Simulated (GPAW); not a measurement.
# TaN (P-6m2): the N K absorption edge

What does one-electron theory with a core hole give for the N K edge of TaN (P-6m2)?

Method: X-ray absorption from dipole matrix elements to empty bands, plane-wave PAW LDA, without spin-orbit coupling, in GPAW 26.7.0.

## 1. The starting structure

It takes space group P-6m2 (No. 187, hexagonal). The conventional cell has a = 2.938 Å, b = 2.938 Å, c = 2.883 Å, α = 90.00°, β = 90.00°, γ = 120.00°. Nearest to Ta lie 6 N at 2.23 Å. Nearest to N lie 6 Ta at 2.23 Å. Farther neighbours and most contacts between anions are not listed.

## 2. Ground state of the crystal

A plain self-consistent run shows whether there is a gap, which decides the set-up of the core-hole run.

Input file scf.py:

```python
import numpy as np
from ase import Atoms
from ase.parallel import parprint, paropen
from gpaw import GPAW, PW, FermiDirac, Mixer, MixerDif, setup_paths
from gpaw.test import gen
setup_paths.insert(0, '.')
gen('N', name='nch1s', xcname='LDA', corehole=(1, 0, 0), write_xml=True)
from gpaw.mpi import world
world.barrier()

atoms = Atoms('TaN',
    cell=[[2.938, 0, 0],
     [-1.469, 2.54438264, 0],
     [0, 0, 2.883]],
    scaled_positions=[[0, 0, 0.5],
     [0.66666667, 0.33333333, 0]],
    pbc=True)
atoms.calc = calc = GPAW(legacy_gpaw=True, mode=PW(500, force_complex_dtype=True), xc='LDA', setups={1: 'nch1s'},
    kpts={'size': (10, 10, 9), 'gamma': True}, occupations=FermiDirac(0.05),
    charge=0, mixer=Mixer(0.1, 5, 50), maxiter=150,
    convergence={'density': 0.0001, 'eigenstates': 1e-6}, txt='scf.txt')
energy = atoms.get_potential_energy() + calc.get_reference_energy()
ef = calc.get_fermi_level()
out = dict(energy=energy, fermi=ef, forces=atoms.get_forces().tolist())
parprint(f'all-electron energy {energy:.4f} eV, Fermi level {ef:.4f} eV')
ev = np.array([[calc.get_eigenvalues(k, s) for k in range(len(calc.get_ibz_k_points()))] for s in range(calc.get_number_of_spins())])
out['homo'], out['lumo'], out['counts'] = ev[ev < ef].max(), ev[ev > ef].min(), sorted(set((ev < ef).sum((0, 2)).tolist()))
out['filled'] = (ev[:, 0] < ef).sum(1).tolist()
import json
with paropen('out.json', 'w') as f:
    json.dump(out, f)
```

Launch:

```sh
$ OMP_NUM_THREADS=1 mpirun -n 4 gpaw python scf.py
```

Numbers of over 12 decimals in the logs are rounded to 6 here.

What it wrote:

```text
Input parameters:
  convergence: {density: 0.0001,
                eigenstates: 1e-06}
  kpts: {gamma: True,
         size: (10, 10, 9)}
  maxiter: 150
  mixer: {backend: pulay,
          beta: 0.1,
          method: separate,
          nmaxold: 5,
          weight: 50}
  mode: {ecut: 500.0,
         force_complex_dtype: True,
         name: pw}
  occupations: {fixmagmom: False,
                name: fermi-dirac,
                width: 0.05}
  setups: {1: nch1s}

Initialize ...

[... PAW data sets ...]

Reference energy: -425393.194025  # eV

Spin-paired calculation

[... convergence settings ...]
Symmetries present (total): 4
  [... symmetry matrices ...]

900 k-points: 10 x 10 x 9 Monkhorst-Pack grid + [1/20,1/20,0.000000]
155 k-points in the irreducible part of the Brillouin zone
       k-points in crystal coordinates                weights
   0:     0.00000000    0.00000000    0.00000000          1/900
   1:     0.00000000    0.00000000    0.11111111          2/900
   2:     0.00000000    0.00000000    0.22222222          2/900
   3:     0.00000000    0.00000000    0.33333333          2/900
   4:     0.00000000    0.00000000    0.44444444          2/900
   5:     0.00000000    0.10000000    0.00000000          2/900
   6:     0.00000000    0.10000000    0.11111111          4/900
   7:     0.00000000    0.10000000    0.22222222          4/900
   8:     0.00000000    0.10000000    0.33333333          4/900
   9:     0.00000000    0.10000000    0.44444444          4/900
          ...
 154:     0.50000000    0.50000000    0.44444444          4/900

Wave functions: Plane wave expansion
  Cutoff energy: 500.000 eV
  Number of coefficients (min, max): 537, 569
  Pulay-stress correction: 0.000000 eV/Ang^3 (de/decut=0.000000)
  Using FFTW library
  Wavefunction extrapolation:
    Improved wavefunction reuse through dual PAW basis

Occupation numbers: Fermi-Dirac:
  width: 0.0500  # eV

Eigensolver
   Davidson(niter=2)

Densities:
  Coarse grid: 16*16*15 grid
  Fine grid: 32*32*30 grid
  Total Charge: 0.000000

Density mixing:
  Method: separate
  Backend: pulay
  Linear mixing parameter: 0.1
  old densities: 5
  Width of damping distribution: 1.1
  Damping of long wavelength oscillations: 50

[... Hamiltonian set-up ...]
Number of atoms: 2
Number of atomic orbitals: 17
Number of bands in calculation: 15
Number of valence electrons: 18
Bands to converge: occupied

... initialized

Initializing position-dependent things.

Density initialized from atomic densities
Creating initial wave functions:
  15 bands from LCAO basis set

       Ta

           N

Atomic positions and initial magnetic moments

Positions:
   0 Ta     0.000000    0.000000    1.441500    ( 0.0000,  0.0000,  0.0000)
   1 N      1.469000    0.848128    0.000000    ( 0.0000,  0.0000,  0.0000)

Unit cell:
           periodic     x           y           z      points  spacing
  1. axis:    yes    2.938000    0.000000    0.000000    16     0.1590
  2. axis:    yes   -1.469000    2.544383    0.000000    16     0.1590
  3. axis:    yes    0.000000    0.000000    2.883000    15     0.1922

  Lengths:   2.938000   2.938000   2.883000
  Angles:   90.000000  90.000000 120.000000

Effective grid spacing dv^(1/3) = 0.1777

iter:   1   -23.451108
iter:   2   -22.824362   -1.41  -1.04
iter:   3   -22.324306   -1.52  -1.16
iter:   4   -22.320908   -3.07  -1.48
iter:   5   -22.314628   -2.25  -1.54
iter:   6   -22.311387   -3.24  -2.33
iter:   7   -22.308782c  -3.31  -2.55
iter:   8   -22.308451c  -5.03  -3.04
iter:   9   -22.308462c  -5.35  -3.46
iter:  10   -22.308448c  -5.93  -3.66
iter:  11   -22.308448c  -7.10c -4.40c

Converged after 11 iterations.

Dipole moment: (0.548325, -0.316576, -0.000000) |e|*Ang

Energy contributions relative to reference atoms: (reference = -425393.194025)

Kinetic:        +14.077935
Potential:      -15.082510
External:        +0.000000
XC:             -20.987099
Entropy (-ST):   -0.000356
Local:           -0.316596
SIC:             +0.000000
--------------------------
Free energy:    -22.308626
Extrapolated:   -22.308448

Showing only first 2 kpts
 Kpt  Band  Eigenvalues  Occupancy
  0     7      9.65626    2.00000
  0     8     10.93382    2.00000
  0     9     16.10372    0.00000
  0    10     17.42204    0.00000

  1     7      9.40860    2.00000
  1     8     11.64451    2.00000
  1     9     16.14020    0.00000
  1    10     16.14022    0.00000

Fermi level: 13.86420

No gap
No difference between direct/indirect transitions

Forces in eV/Ang:
  0 Ta    0.00000   -0.00001    0.00000
  1 N     0.00000   -0.00007    0.00000
Scalar-relativistic atomic LDA calculation for N (Nitrogen, Z=7)
Core hole in 1s state (1s occupation: 2.0)
300 radial gridpoints.
|------------------------------------------------|
|------------------------------------------------|
[... the atom generator's iteration count ...]

Energy contributions:
-------------------------
Kinetic:      +53.816217
XC:            -6.142385
Potential:   -101.727472
-------------------------
Total:        -54.053639

state      eigenvalue         ekin         rmax
-----------------------------------------------
1s^2.0 :   -14.019608    21.782698        0.149
2s^2.0 :    -0.676924     2.368146        1.016
2p^3.0 :    -0.265967     1.838177        0.965
-----------------------------------------------
(units: Bohr and Hartree)

Generating PAW setup
Kinetic energy of the core from tauc = 43.592016
Cutoffs:
rc(s)=1.140
rc(p)=1.000
rc(d)=1.090
rc(vbar)=1.120
rc(comp)=1.090
rc(nct)=1.140

Kinetic energy of the core states: 43.565395
Charge: 0.0
Core electrons: 2.0
Valence electrons: 5.0
Pseudo-core charge: 0.013034
Shape function alpha=8.417
Pseudo-electron charge 5.012684
state    eigenvalue         norm
--------------------------------
2s(2) :    -0.676924     1.071713
*s    :     0.323076
2p(3) :    -0.265967     0.952074
*p    :     0.734033
*d    :     0.000000
--------------------------------

Diagonalizing with gridspacing h=0.050

state   all-electron     PAW
-------------------------------
2s:      -0.676924    -0.677975
2p:      -0.265967    -0.268121
*d:                    0.048644
*f:                    0.076426
-------------------------------
all-electron energy -425415.5025 eV, Fermi level 13.8642 eV
```

Elapsed: 5 s, on 4 MPI ranks of Intel Xeon 6975P-C (Granite Rapids), shared host; peak memory 0.17 GiB; 19 s of CPU time.

The mesh shows no gap, so the system is treated as a metal and the core electron is put at the Fermi level (neutral cell).

## 3. Spectrum without a core hole, N atom 2

This cheap baseline ignores the attraction of the hole: it shows the absorber's empty states as they are in the ground state. The data set with a hole of occupation 0 only carries the core orbital.

The absorber has 6 Ta at 2.23 Å (trigonal prismatic, site symmetry -6m2).

Input file xas.py:

```python
import numpy as np
from ase import Atoms
from ase.parallel import parprint, paropen
from gpaw import GPAW, PW, FermiDirac, Mixer, MixerDif, setup_paths
from gpaw.test import gen
setup_paths.insert(0, '.')
gen('N', name='nch1s', xcname='LDA', corehole=(1, 0, 0), write_xml=True)
from gpaw.mpi import world
world.barrier()

atoms = Atoms('TaN',
    cell=[[2.938, 0, 0],
     [-1.469, 2.54438264, 0],
     [0, 0, 2.883]],
    scaled_positions=[[0, 0, 0.5],
     [0.66666667, 0.33333333, 0]],
    pbc=True)
atoms.calc = calc = GPAW(legacy_gpaw=True, mode=PW(500, force_complex_dtype=True), xc='LDA', setups={1: 'nch1s'},
    kpts={'size': (13, 13, 12), 'gamma': True}, occupations=FermiDirac(0.1),
    charge=0, mixer=Mixer(0.1, 5, 50), maxiter=150,
    convergence={'density': 0.0001, 'eigenstates': 1e-6}, txt='scf.txt')
energy = atoms.get_potential_energy() + calc.get_reference_energy()
ef = calc.get_fermi_level()
out = dict(energy=energy, fermi=ef, forces=atoms.get_forces().tolist())
parprint(f'all-electron energy {energy:.4f} eV, Fermi level {ef:.4f} eV')
ev = np.array([[calc.get_eigenvalues(k, s) for k in range(len(calc.get_ibz_k_points()))] for s in range(calc.get_number_of_spins())])
out['homo'], out['lumo'], out['counts'] = ev[ev < ef].max(), ev[ev > ef].min(), sorted(set((ev < ef).sum((0, 2)).tolist()))
out['filled'] = (ev[:, 0] < ef).sum(1).tolist()

from ase.units import Ha
from gpaw.xas import dipole_matrix_elements
nb = int(calc.get_number_of_electrons() / 2) + 21
top = nb
nscf = calc.fixed_density(kpts={'size': (8, 8, 7), 'gamma': True},
    convergence={'eigenstates': 1.0}, txt='nscf.txt')
nscf.diagonalize_full_hamiltonian(nbands=nb)
cell = atoms.cell.array
ops = [cell.T @ U.T @ np.linalg.inv(cell.T) for U in nscf.wfs.kd.symmetry.op_scc]
E = np.arange(-25, 34, 0.1)
fwhm = np.interp(E, [4, 25], [0.9, 3.5])
Y, X, zero, highest = 0, 0, 1e9, 1e9
for spin in range(nscf.get_number_of_spins()):
    wfs = nscf.wfs
    mine = wfs.bd.get_slice()  # this rank's bands
    A = dipole_matrix_elements(wfs.setups[1])
    eps = np.zeros((wfs.kd.nibzkpts, nb))
    d = np.zeros((3, A.shape[1], wfs.kd.nibzkpts, nb), complex)
    for kpt in wfs.kpt_u:
        if kpt.s == spin and 1 in kpt.P_ani:
            eps[kpt.k, mine] = kpt.eps_n * Ha
            d[:, :, kpt.k, mine] = (kpt.weight * wfs.nspins / 2) ** 0.5 * np.inner(A, kpt.P_ani[1])
    world.sum(eps)
    world.sum(d)
    T = np.einsum('amkn,bmkn->abkn', d, d.conj()).real
    T = sum(np.einsum('ai,ijkn,bj->abkn', R, T, R) for R in ops) / len(ops)
    empty = eps > ef
    zero, highest = min(zero, eps[empty].min()), min(highest, eps[:, top - 1].min())
    lines = [(eps, T, empty)] if spin == 0 else lines + [(eps, T, empty)]
for eps, T, empty in lines:
    f = np.einsum('aakn->akn', T).reshape(3, -1)
    x = eps.ravel() - zero
    w = np.interp(x, E, fwhm) / 2.35482
    g = np.exp(-0.5 * ((E[:, None] - x) / w) ** 2) / (w * (2 * np.pi) ** 0.5)
    Y = Y + (f * empty.ravel()) @ g.T
    X = X + (f * ~empty.ravel()) @ g.T
out.update(E=E.round(2).tolist(), xas=Y.tolist(), xes=X.tolist(), zero=zero, valid=highest - zero, nk=len(eps), nb=nb)
for i in range(0, len(E), 10):
    parprint(f'{E[i]:7.2f}', *(f'{v:10.3e}' for v in Y[:, i]))
import json
with paropen('out.json', 'w') as f:
    json.dump(out, f)
```

Launch:

```sh
$ OMP_NUM_THREADS=1 mpirun -n 4 gpaw python xas.py
```

What it wrote:

```text
Input parameters:
  convergence: {density: 0.0001,
                eigenstates: 1e-06}
  kpts: {gamma: True,
         size: (13, 13, 12)}
  maxiter: 150
  mixer: {backend: pulay,
          beta: 0.1,
          method: separate,
          nmaxold: 5,
          weight: 50}
  mode: {ecut: 500.0,
         force_complex_dtype: True,
         name: pw}
  occupations: {fixmagmom: False,
                name: fermi-dirac,
[...]
*p    :     0.734033
*d    :     0.000000
--------------------------------

Diagonalizing with gridspacing h=0.050

state   all-electron     PAW
-------------------------------
2s:      -0.676924    -0.677975
2p:      -0.265967    -0.268121
*d:                    0.048644
*f:                    0.076426
-------------------------------
all-electron energy -425415.5000 eV, Fermi level 13.8229 eV
[...]
32.00  1.140e-04  1.140e-04  1.062e-04
  33.00  1.118e-04  1.118e-04  1.060e-04
[key lines of the parts left out:]
Converged after 11 iterations.
Dipole moment: (0.547922, -0.316343, -0.000000) |e|*Ang
Free energy:    -22.307690
Fermi level: 13.82292
```

Wall time 18 s (4 MPI ranks); peak memory 0.23 GiB.

The N K spectrum, N atom 2, no core hole (energy from the lowest empty level; intensity scaled to a mean of 1 over the first 20 eV; polarised curves are means over the symmetry-equivalent atoms):

```tsv
E (eV)	isotropic	ε ⊥ c	ε ∥ c
-2.0	0.00	0.00	0.00
-1.5	0.00	0.00	0.00
-1.0	0.00	0.00	0.00
-0.5	0.01	0.00	0.02
0.0	0.03	0.02	0.05
0.5	0.09	0.09	0.08
1.0	0.34	0.37	0.28
1.5	0.72	0.81	0.53
2.0	0.99	1.07	0.84
2.5	1.16	1.23	1.04
3.0	1.39	1.58	1.02
3.5	1.45	1.68	1.00
4.0	1.63	1.76	1.38
4.5	2.03	2.15	1.79
5.0	2.25	2.41	1.93
5.5	2.26	2.21	2.35
6.0	2.38	2.23	2.67
6.5	2.00	1.99	2.03
7.0	1.40	1.40	1.39
7.5	0.94	0.83	1.16
8.0	0.68	0.51	1.03
8.5	0.69	0.48	1.10
9.0	0.86	0.60	1.37
9.5	0.96	0.68	1.53
10.0	0.89	0.62	1.42
10.5	0.76	0.56	1.15
11.0	0.79	0.65	1.05
11.5	0.95	0.87	1.12
12.0	1.05	1.03	1.09
12.5	1.00	1.05	0.89
13.0	0.86	0.98	0.64
13.5	0.76	0.93	0.44
14.0	0.75	0.96	0.33
14.5	0.79	1.04	0.29
15.0	0.81	1.06	0.31
15.5	0.77	0.97	0.39
16.0	0.71	0.82	0.51
16.5	0.67	0.68	0.63
17.0	0.66	0.61	0.74
17.5	0.67	0.60	0.81
18.0	0.68	0.60	0.84
18.5	0.66	0.57	0.85
19.0	0.61	0.51	0.82
19.5	0.54	0.43	0.75
20.0	0.45	0.35	0.65
20.5	0.38	0.31	0.53
21.0	0.34	0.29	0.43
21.5	0.33	0.31	0.36
22.0	0.34	0.35	0.32
22.5	0.36	0.39	0.31
23.0	0.38	0.42	0.32
23.5	0.40	0.43	0.32
24.0	0.40	0.44	0.33
24.5	0.41	0.44	0.34
25.0	0.41	0.45	0.35
25.5	0.42	0.45	0.35
26.0	0.42	0.45	0.36
26.5	0.42	0.45	0.37
27.0	0.43	0.46	0.39
27.5	0.45	0.48	0.41
28.0	0.49	0.51	0.44
28.5	0.53	0.56	0.48
29.0	0.59	0.62	0.52
29.5	0.64	0.68	0.57
30.0	0.68	0.71	0.61
30.5	0.70	0.73	0.64
31.0	0.69	0.72	0.64
31.5	0.67	0.69	0.63
32.0	0.64	0.65	0.61
```

Main maxima below 24 eV (height): 5.9 eV (2.38), 9.5 eV (0.96), 12.1 eV (1.05) and 14.9 eV (0.81). A K edge sees empty p states on the absorber.

The same matrix elements for filled bands give the N K emission of N atom 2 (ground-state approximation; energy from the lowest empty level, largest value 1):

```tsv
E (eV)	emission
-24.00	0.00
-23.25	0.00
-22.50	0.00
-21.75	0.00
-21.00	0.00
-20.25	0.00
-19.50	0.00
-18.75	0.00
-18.00	0.00
-17.25	0.00
-16.50	0.00
-15.75	0.00
-15.00	0.00
-14.25	0.00
-13.50	0.00
-12.75	0.00
-12.00	0.00
-11.25	0.00
-10.50	0.00
-9.75	0.00
-9.00	0.04
-8.25	0.31
-7.50	0.54
-6.75	0.39
-6.00	0.62
-5.25	0.95
-4.50	0.95
-3.75	0.31
-3.00	0.06
-2.25	0.09
-1.50	0.09
-0.75	0.05
0.00	0.00
0.75	0.00
1.50	0.00
2.25	0.00
3.00	0.00
```

Emission maxima: -7.6 eV (0.55) and -4.8 eV (1.00).

## 4. Reference energy of the supercell

The photon energy needs a difference of total energies, so the cell and mesh of the coming hole run are first run without a hole.

scf.py, as its differences from that of step 2:

```diff
@@ -10,11 +10,33 @@
 
-atoms = Atoms('TaN',
-    cell=[[2.938, 0, 0],
-     [-1.469, 2.54438264, 0],
-     [0, 0, 2.883]],
-    scaled_positions=[[0, 0, 0.5],
-     [0.66666667, 0.33333333, 0]],
+atoms = Atoms('Ta12N12',
+    cell=[[-2.938, 5.08876527, 2.883],
+     [-2.938, -5.08876527, 2.883],
+     [5.876, 0, 2.883]],
+    scaled_positions=[[0.16666667, 0.16666667, 0.16666667],
+     [0.5, 0.5, 0.5],
+     [0.66666667, 0.66666667, 0.16666667],
+     [0.16666667, 0.66666667, 0.66666667],
+     [0.83333333, 0.83333333, 0.83333333],
+     [0.83333333, 0.33333333, 0.33333333],
+     [0.33333333, 0.33333333, 0.83333333],
+     [0.33333333, 0.83333333, 0.33333333],
+     [0, 0, 0.5],
+     [0.5, 0, 0],
+     [0.66666667, 0.16666667, 0.66666667],
+     [0, 0.5, 0],
+     [0, 0.83333333, 0.16666667],
+     [0.33333333, 0.16666667, 0.5],
+     [0.5, 0.33333333, 0.16666667],
+     [0, 0.33333333, 0.66666667],
+     [0.66666667, 0.5, 0.83333333],
+     [0.66666667, 0, 0.33333333],
+     [0.16666667, 0, 0.83333333],
+     [0.16666667, 0.5, 0.33333333],
+     [0.83333333, 0.66666667, 0.5],
+     [0.33333333, 0.66666667, 0],
+     [0.5, 0.83333333, 0.66666667],
+     [0.83333333, 0.16666667, 0]],
     pbc=True)
-atoms.calc = calc = GPAW(legacy_gpaw=True, mode=PW(500, force_complex_dtype=True), xc='LDA', setups={1: 'nch1s'},
-    kpts={'size': (10, 10, 9), 'gamma': True}, occupations=FermiDirac(0.05),
+atoms.calc = calc = GPAW(legacy_gpaw=True, mode=PW(500, force_complex_dtype=True), xc='LDA', setups={12: 'nch1s'},
+    kpts={'size': (3, 3, 3), 'gamma': True}, occupations=FermiDirac(0.1),
     charge=0, mixer=Mixer(0.1, 5, 50), maxiter=150,
```

Launch:

```sh
$ OMP_NUM_THREADS=1 mpirun -n 4 gpaw python scf.py
```

What it wrote:

```text
Input parameters:
  convergence: {density: 0.0001,
                eigenstates: 1e-06}
  kpts: {gamma: True,
         size: (3, 3, 3)}
  maxiter: 150
  mixer: {backend: pulay,
          beta: 0.1,
          method: separate,
          nmaxold: 5,
          weight: 50}
  mode: {ecut: 500.0,
         force_complex_dtype: True,
         name: pw}
  occupations: {fixmagmom: False,
                name: fermi-dirac,
[...]
2s(2) :    -0.676924     1.071713
*s    :     0.323076
2p(3) :    -0.265967     0.952074
*p    :     0.734033
*d    :     0.000000
--------------------------------

Diagonalizing with gridspacing h=0.050

state   all-electron     PAW
-------------------------------
2s:      -0.676924    -0.677975
2p:      -0.265967    -0.268121
*d:                    0.048644
*f:                    0.076426
-------------------------------
all-electron energy -5104985.9721 eV, Fermi level 13.9611 eV
[key lines of the parts left out:]
Converged after 15 iterations.
Dipole moment: (0.000000, 0.000002, -0.000000) |e|*Ang
Free energy:   -267.673757
Fermi level: 13.96111
```

The job ended after 93 s (4 MPI ranks; peak memory 0.49 GiB; 6.2 min of CPU time).

Reference energy: -5104985.972 eV with the cores included.

(Part 1 of 2 ends here.)

[Banner, clock and machine lines of the logs are left out without a mark of their own.]

[Logs are printed without paths, hosts, clocks, repeated set-up lines and the standing remarks that a program may print on its own settings, such as how far it seeks lower states.]

[Hosts, paths, dates, database ids (printed as entryN), source tags and the programs' standing remarks are cut or masked in the printed files.]

[Lists of maxima count a maximum above −3 eV only where it reaches 4 % of the highest in the window and stands out from its surroundings by 2 % of it (1.5 % where it reaches 55 %); shoulders and weaker maxima are passed over, and of the rest the first, up to two pre-edge ones and the few strongest are named.]
